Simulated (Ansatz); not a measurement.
# Ti2NF2 MXene monolayer in a perpendicular field

What dipole does a perpendicular field induce in the Ti2NF2 MXene monolayer? A positive field points along +c.

Main program and level: Ansatz 0.2.0; plane-wave DFT, PBE-D3(BJ), Ansatz PAW (set soft_1); PAW set soft_1.

Most raw output is cut from this account.

**1. The structure**

The cell holds 5 atoms: 2 F, 2 Ti and 1 N. Its edges and angles: a = 3.029 Å, b = 3.029 Å, c = 39.772 Å, α = 90.0°, β = 90.0°, γ = 120.0°. Vacuum lies along c.

**2. Relaxing the slab**

The starting cell is a guess, so the in-plane lattice and the atoms are relaxed first, with the slab cut off from its images along the normal.

File input.yaml:

```yaml
crystal:
  lattice:
    - [3.02874, 0.0, 0.0]
    - [-1.51437, 2.6229657815, 0.0]
    - [0.0, 0.0, 39.7723862702]
  atoms:
    - { symbol: F, position: [0.3333333333, 0.6666666667, 0.445032387] }
    - { symbol: Ti, position: [0.6666666667, 0.3333333333, 0.4699525167], spin: 1.0 }
    - { symbol: "N", position: [0.0, 0.0, 0.5] }
    - { symbol: Ti, position: [0.3333333333, 0.6666666667, 0.5300474833], spin: 1.0 }
    - { symbol: F, position: [0.6666666667, 0.3333333333, 0.554967613] }
  periodic: [true, true, false]
magnetization:
  spin_polarized: true
kpoints:
  mp_grid: { grid: [12, 12, 1] }
hamiltonian:
  xc: pbe
  dispersion: d3bj
  pseudopotentials: { kind: paw, azcp: { folder: soft_1 } }
scf:
  occupations: { method: fermi_dirac, width: 0.05 }
  convergence: { dr2_threshold: 1.0e-09 }
relax:
  f_tol: 0.004
  max_steps: 90
  cell: {}
output:
  write_potential: true
  write_density: true
  volumetric_format: npy
```

Started as:

```sh
$ ansatz run input.yaml --threads 2 --pin off --max-ram 3072MiB --backend cpu --events-out ev --progress --plain --runs-dir out
```

Elapsed: 1.9 min, on 2 threads of Arm Neoverse V1, shared host; peak memory 0.73 GiB.

Step by step:

```
step  energy less that of the first step (eV)  largest force component (eV/Å)  volume (Å³)
   1                                   0.0000                          5.1935       315.96
   2                                  -0.9779                          1.1334       315.27
   3                                  -1.0773                          0.0598       311.23
   4                                  -1.0793                          0.0622       313.82
   5                                  -1.0794                          0.0284       315.08
   6                                  -1.0793                          0.0099       315.34
   7                                  -1.0793                          0.0005       315.41
  8*                                  -1.0790                          0.0005       315.41
```

Relaxation steps marked * repeat the geometry before them on a plane-wave basis chosen anew for their cell, so energy and pressure can jump there.

The run keeps the 12 symmetry operations that it works with, so distortions that break them were not tested.

```
cell as run  before  after  change
      a (Å)   3.029  3.026  -0.1 %
      b (Å)   3.029  3.026  -0.1 %
```

The atoms that moved most (Å, along periodic axes as changes of fractional coordinates times the final cell, across vacuum about the mean position):

```
atom     dx     dy      dz  length
  F5  0.000  0.000   0.148   0.148
  F1  0.000  0.000  -0.148   0.148
 Ti2  0.000  0.000   0.117   0.117
 Ti4  0.000  0.000  -0.117   0.117
```

The relaxed structure:

```xyz
5
Lattice="3.0261 0.0000 0.0000 -1.5130 2.6207 0.0000 0.0000 0.0000 39.7724" Properties=species:S:1:pos:R:3
F     0.0000    1.7471   17.5522
Ti    1.5130    0.8736   18.8077
N     0.0000    0.0000   19.8862
Ti    0.0000    1.7471   20.9647
F     1.5130    0.8736   22.2202
```

Numbers from this step:

- energy at zero smearing: -7008.0255 eV

The lattice constant a goes from 3.029 to 3.026 Å.

**3. Atoms held, field 0**

A sawtooth potential applies the field, turning back in the middle of the vacuum. With the dipole correction the typed value is the field outside the slab. The induced dipole is small, so the SCF threshold is tight.

The cell differs from the one that the last finished run ended in (c 39.772 → 22.668 Å).

File input.yaml:

```yaml
crystal:
  lattice:
    - [3.0260935675, 0.0, 0.0]
    - [-1.5130467838, 2.6206739037, 0.0]
    - [0.0, 0.0, 22.6679196488]
  atoms:
    - { symbol: F, position: [0.3333333333, 0.6666666667, 0.3970368759] }
    - { symbol: Ti, position: [0.6666666667, 0.3333333333, 0.4524231362] }
    - { symbol: "N", position: [0.0, 0.0, 0.5] }
    - { symbol: Ti, position: [0.3333333333, 0.6666666667, 0.5475768638] }
    - { symbol: F, position: [0.6666666667, 0.3333333333, 0.6029631241] }
kpoints:
  mp_grid: { grid: [18, 18, 1] }
  band_path:
    path: [[0, 0, 0], [0.5, 0, 0], [0.33333333, 0.33333333, 0], [0, 0, 0]]
    npoints: 16
hamiltonian:
  xc: pbe
  dispersion: d3bj
  pseudopotentials: { kind: paw, azcp: { folder: soft_1 } }
scf:
  occupations: { method: fermi_dirac, width: 0.02585 }
  convergence: { dr2_threshold: 1.0e-10 }
efield:
  axis: 3
  dipole_correction: true
  ramp_position: 0.97
  ramp_width: 0.06
  amplitude: 0
output:
  dos: { projected: true, e_range: [-6, 5] }
  write_potential: true
  write_density: true
  volumetric_format: npy
  elf: true
```

Elapsed: 19 s, on 2 threads; peak memory 0.5 GiB; 38 s of CPU time.

This step gave:

```
energy at zero smearing   : -7008.0303 eV
work function, upper face : 4.428 eV
dipole along the normal   : -2.76e-8 e·Å
```

Running mean over a fixed 2.7 Å (it still follows the layers) of the planar mean; the ramp of the sawtooth is left out. Electron's electrostatic potential energy less the Fermi level against z:

z (Å), electron's electrostatic potential energy less the Fermi level (eV) and a bar from the least value:
```
        3        4.4 ##############################
        4        4.4 ##############################
        5        4.4 ##############################
        6        4.4 ##############################
        7        4.3 ##############################
        8        1.0 ########################
        9       -4.9 #############
       10      -10.4 ####
       11      -12.4 
       12      -11.8 #
       13       -9.1 ######
       14       -2.6 #################
       15        2.5 ###########################
       16        4.4 ##############################
       17        4.4 ##############################
       18        4.4 ##############################
       19        4.4 ##############################
```

The density of states has structure finer than the step of the table below, so its rows give means over 0.2 eV, whole bins alone (the curve runs from -6 to 1.06 eV). Peaks (eV: height): -5.48: 18.2, -5.37: 16.7, -0.95: 2.80, 0.01: 3.05.

Table of density of states by energy, zero at the Fermi level; means over each step:

```
energy (eV)  density of states (states/eV a cell)
       -5.8                                  3.09
       -5.6                                  2.55
       -5.4                                  12.3
       -5.2                                  3.92
       -5.0                                 0.992
       -4.8                                     0
       -4.6                                     0
       -4.4                                     0
       -4.2                                     0
       -4.0                                     0
       -3.8                                     0
       -3.6                                     0
       -3.4                                     0
       -3.2                                     0
       -3.0                                     0
       -2.8                                     0
       -2.6                                     0
       -2.4                                 0.180
       -2.2                                 0.920
       -2.0                                 0.993
       -1.8                                  1.05
       -1.6                                  1.16
       -1.4                                  1.32
       -1.2                                  1.83
       -1.0                                  1.38
       -0.8                                 0.770
       -0.6                                  1.38
       -0.4                                  2.05
       -0.2                                  1.30
        0.0                                  1.90
        0.2                                  1.73
        0.4                                  1.61
        0.6                                  1.68
        0.8                                  1.68
```

Projected DOS per atom over height of the atomic layer and energy from the Fermi level. Layers: F Ti N Ti F from below.

Ten even steps from '_' (0.00 states/eV) to '@' (3.93 states/eV), each cell a mean:
```
__::__::__
__..__..__
__..__..__
__::__::__
__::__::__
__..__..__
__..__..__
__..__..__
__..__..__
__..__..__
__________
__________
__________
__________
__________
__________
__________
__________
__________
....**....
..::@@::..
__..==..__
```
Columns: height of the atomic layer (Å) from 9 to 13.7 (not evenly spaced); rows upwards: energy from the Fermi level (eV) from -5.96 to 1.06.

Electronic bands along the path, in eV, zero at the Fermi level:

```
  point  band 18  band 19  band 20  band 21  band 22  band 23  band 24  band 25
      Γ    -5.30    -4.91    -4.91    -0.65    -0.65    -0.01     1.29     1.29
halfway    -5.80    -5.30    -5.23    -1.61     0.25     0.33     1.25     1.32
      M    -6.22    -5.36    -5.28    -2.37     1.23     1.33     1.61     1.83
halfway    -6.17    -5.82    -5.44    -1.55     0.72     0.96     1.46     1.87
      K    -6.19    -6.19    -5.49    -0.09     0.08     0.08     1.70     1.70
halfway    -5.81    -5.54    -5.36    -1.12    -0.66     1.06     1.32     1.43
      Γ    -5.30    -4.91    -4.91    -0.65    -0.65    -0.01     1.29     1.29
```

Electrostatic potential energy in the ca plane at fractional y = 0.333, with atoms of Ti and F within 0.2 Å of it. With pseudopotentials it is smooth inside the atoms' cores, unlike the true potential.

Ten even steps from '0' (-40 eV) to '9' (5 eV), each cell a mean:
```
99999999999999999874225788778778999999999999
99999999999999999851001688886102899999999999
99999999999999999840000588885001799999999999
99999999999999999851001688887213999999999999
99999999999999999875335788778879999999999999
99999999999999999988778887557899999999999999
99999999999999999988888876446899999999999999
99999999999999999988778887667899999999999999
```
Columns run along c (16.0 Å, from fractional 0.12 to 0.83 of the cell; values clipped at the 3rd and 97th percentile), rows up along a (3.0 Å). Atoms in or near the plane, at fractional coordinates: Ti at (0.45, 0.67), F at (0.60, 0.67).

ELF in the ca plane at fractional y = 0.333, with atoms of Ti and F within 0.2 Å of it. It is the smooth field of the valence electrons, not physical close to the nuclei.

Ten even steps from '0' (0.00) to '9' (0.80), each cell a mean:
```
00000000000000000001112563243102698731000000
00000000000000000000017987322116999962000000
00000000000000000000028879412127969973000000
00000000000000000000016887222115999962000000
00000000000000000012211442243111588631000000
00000000000000000135651113663221122100000000
00000000000000000146762126873232000000000000
00000000000000000125641113663111133200000000
```
Columns run along c (16.0 Å, from fractional 0.07 to 0.78 of the cell), rows up along a (3.0 Å). Atoms in or near the plane, at fractional coordinates: Ti at (0.45, 0.67), F at (0.60, 0.67).

Valence density in the ca plane at fractional y = 0.333, with atoms of Ti and F within 0.2 Å of it. It is the smooth field of the valence electrons, not physical close to the nuclei.

Values in units of 1e0 e/Å³, 5 rows by 16 columns, each cell a mean:
```
0.0 0.0 0.0 0.0 0.0 0.0 0.0 0.1 2.4 1.2 0.2 0.7 1.8 0.1 0.0 0.0
0.0 0.0 0.0 0.0 0.0 0.0 0.0 0.1 7.0 3.2 0.2 1.9 7.1 0.1 0.0 0.0
0.0 0.0 0.0 0.0 0.0 0.0 0.0 0.1 2.5 1.2 0.2 0.7 1.9 0.1 0.0 0.0
0.0 0.0 0.0 0.0 0.0 0.0 0.0 0.3 0.3 0.5 0.5 0.3 0.1 0.0 0.0 0.0
0.0 0.0 0.0 0.0 0.0 0.0 0.0 0.3 0.2 0.5 0.5 0.3 0.1 0.0 0.0 0.0
```
Columns run along c (16.0 Å, from fractional 0.07 to 0.78 of the cell), rows up along a (3.0 Å). Atoms in or near the plane, at fractional coordinates: Ti at (0.45, 0.67), F at (0.60, 0.67).

The work function of the upper face is 4.43 eV.

**4. Atoms held, field 0.1 V/Å**

input.yaml: that of step 3 with these lines changed.

```diff
@@ -26,7 +26,6 @@
   dipole_correction: true
-  ramp_position: 0.97
-  ramp_width: 0.06
-  amplitude: 0
+  ramp_position: 0.9237
+  ramp_width: 0.1526
+  amplitude: 0.1
 output:
-  dos: { projected: true, e_range: [-6, 5] }
   write_potential: true
@@ -34,2 +33 @@
   volumetric_format: npy
-  elf: true
```

It took 19 s on 2 threads; peak memory 0.47 GiB.

The dipole is 0.0216 e·Å.

**5. Atoms held, field -0.1 V/Å**

input.yaml: that of step 4 with these lines changed.

```diff
@@ -28,3 +28,3 @@
   ramp_width: 0.1526
-  amplitude: 0.1
+  amplitude: -0.1
 output:
```

Elapsed: 19 s, on 2 threads; peak memory 0.47 GiB.

The dipole is -0.0216 e·Å.

**6. Response, atoms held**

This step: plane-wave DFT, PBE-D3(BJ), Ansatz PAW (set soft_1); response to a field along the normal, atoms held; PAW set soft_1 (Ansatz 0.2.0).

The dipoles give the slope, and the difference of two potentials shows where the field is screened.

Numbers from this step:

```yaml
equivalent_conductor_thickness_p_eps_0ae: 4.928 Å
distance_between_the_outer_atoms: 4.668 Å
```

Table of dipole of the cell by applied field:

```
applied field (V/Å)  dipole of the cell (e·Å)
            -0.1000                   -0.0216
             0.0000                   -2.8e-8
             0.1000                    0.0216
```

Local field over the applied field, running mean. From the potentials at -0.1 and 0.1 V/Å; running mean over 2.5 Å. Table of local field over applied field by z:

```
z (Å)  local field over applied field
 4.11                           1.000
 4.53                           1.000
 4.96                           1.000
 5.24                           1.000
 5.67                           0.999
 6.09                           0.995
 6.52                           0.985
 6.80                           0.970
 7.23                           0.920
 7.65                           0.832
 8.08                           0.721
 8.36                           0.640
 8.78                           0.517
 9.21                           0.386
 9.63                           0.263
 9.92                           0.199
10.34                           0.125
10.77                          0.0758
11.19                          0.0461
11.48                          0.0461
11.90                          0.0758
12.33                           0.125
12.75                           0.199
13.03                           0.263
13.46                           0.386
13.88                           0.517
14.31                           0.640
14.59                           0.721
15.02                           0.832
15.44                           0.920
15.87                           0.970
16.15                           0.985
16.58                           0.995
17.00                           0.999
17.43                           1.000
17.71                           1.000
18.13                           1.000
18.56                           1.000
```

The induced electron density oscillates, so the rows of the table below give means over windows of 0.5 Å about each position, cut where the curve ends. Its maxima inside the range that stand out by 2 % of the span (Å: e/Å³ per V/Å): 8.36: 0.00337, 9.07: 0.00185, 10.20: 0.00205, 13.03: -1.1e-4, 13.74: -0.00143. Its minima: 8.93: 0.00143, 9.63: 1.1e-4, 12.47: -0.00205, 13.60: -0.00185, 14.31: -0.00337.

Electrons, planar mean, per unit field. Table of induced electron density by z; means over each step:

```
z (Å)  induced electron density (e/Å³ per V/Å)
  4.5                                   2.0e-7
  5.0                                   7.6e-7
  5.5                                   3.2e-6
  6.0                                   1.3e-5
  6.5                                   5.4e-5
  7.0                                   2.1e-4
  7.5                                   7.4e-4
  8.0                                  0.00211
  8.5                                  0.00293
  9.0                                  0.00165
  9.5                                   5.1e-4
 10.0                                  0.00135
 10.5                                  0.00127
 11.0                                   4.4e-4
 11.5                                  -2.1e-4
 12.0                                  -9.1e-4
 12.5                                 -0.00170
 13.0                                  -4.2e-4
 13.5                                 -0.00142
 14.0                                 -0.00240
 14.5                                 -0.00270
 15.0                                 -0.00108
 15.5                                  -3.3e-4
 16.0                                  -8.5e-5
 16.5                                  -2.1e-5
 17.0                                  -5.1e-6
 17.5                                  -1.2e-6
 18.0                                  -3.1e-7
```

By hand: between -0.1 and 0.1 V/Å the dipole changes by 0.04320 e·Å, a slope of 0.2160 e·Å²/V. A perfect conductor of thickness t has p = ε₀AEt, so t = 180.95 × 0.2160 / 7.930 = 4.93 Å (e/ε₀ = 180.95 V·Å, A in Å²).

The induced dipole is that of a conductor 4.93 Å thick.

**7. Summary of results**

```json
{
  "gap without field": "none",
  "work function, upper face": "4.43 eV",
  "equivalent conductor thickness, atoms held": "4.93 Å"
}
```

What this shows: The induced dipole equals that of a perfect conductor 4.93 Å thick, while the outer atoms lie 4.67 Å apart. There is no gap over 0.03 eV, with or without the field. The first relaxation ran with spin and lost its moment, and the later runs have none; other magnetic states were not tried. The MXene's terminations sit over the metal atoms of its far layer; the site over carbon or nitrogen, which some compounds prefer, was not run.

[Logs are printed without paths, hosts, clocks, repeated set-up lines and the standing remarks that a program may print on its own settings, such as how far it seeks lower states.]

[Hosts, paths, dates, database ids (printed as entryN), source tags and the programs' standing remarks are cut or masked in the printed files.]

[Maps of the electrostatic potential energy from Ansatz leave out the sawtooth potential of an applied field or a dipole correction, so their vacuum need not be flat; planar profiles and work functions include it.]

[The density of states shown here was stored with 400 of the rows of the run's finer table, so its peaks can read low, often by over a quarter, or be missed, and its means over a window can be off by a tenth or more.]
